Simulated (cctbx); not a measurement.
**DyMnAg: precision against data quality**

Space group Pnma (no. 62), a = 7.1380 Å, b = 4.4040 Å, c = 7.5880 Å, α = 90.00°, β = 90.00°, γ = 90.00°.

```csv
atom,mult.,x,y,z,Ueq (Å²)
Dy1,4,0.5326,1/4,0.8387,0.0148
Ag1,4,0.2160,3/4,0.8698,0.0175
Mn1,4,0.8594,3/4,0.9395,0.0222
```

This is a model crystal, built by substitution and not relaxed, with assumed displacement parameters.

Five simulated data sets (cctbx; Mo Kα, λ = 0.71073 Å; 1.5 % proportional error) differ in resolution or exposure (noise floor 8 counts in the first three, 8 in the last two). Each is refined with the right model, isotropic at 1.1 Å and anisotropic otherwise. How do the figures of merit and the uncertainties move?

| d min (Å) | top counts | ⟨I/σ⟩ (unmerged, absences included) | unique | param. (scale apart) | Rint | R1 | GooF | largest s.u. xyz (fractional) | s.u. U of Mn1 (Å²) | largest error (Å) |
| --- | --- | --- | --- | --- | --- | --- | --- | --- | --- | --- |
| 1.1 | 40000 | 25.3 | 111 | 9 | 0.017 | 0.0079 | 1.43 | 0.00020 | 0.0004 | 0.0012 |
| 0.84 | 40000 | 22.4 | 241 | 18 | 0.019 | 0.0063 | 0.91 | 0.00009 | 0.0003 | 0.0008 |
| 0.6 | 40000 | 15.7 | 635 | 18 | 0.024 | 0.0092 | 0.94 | 0.00007 | 0.0002 | 0.0006 |
| 0.75 | 300 | 1.0 | 331 | 18 | 0.454 | 0.1056 | 0.95 | 0.00207 | 0.0074 | 0.0094 |
| 0.75 | 3000 | 5.5 | 331 | 18 | 0.084 | 0.0272 | 0.95 | 0.00037 | 0.0014 | 0.0019 |

GooF reaches 1.43 where the model lacks something that the data hold (anisotropy at the isotropic level, for one). The s.u. of U for Mn1 goes 0.0004, 0.0003, 0.0002 Å² with resolution and 0.0074, 0.0014 Å² with exposure.

The 1.1 Å row also differs in its displacement model, so it isn't a clean test of resolution.

Hardware for the 0.6 Å refinement: 0.73 s on 1 thread of Arm Neoverse N1, with other jobs on the host, peak memory 0.08 GiB.

[Logs are printed without paths, hosts, clocks, repeated set-up lines and the standing remarks that a program may print on its own settings, such as how far it seeks lower states.]
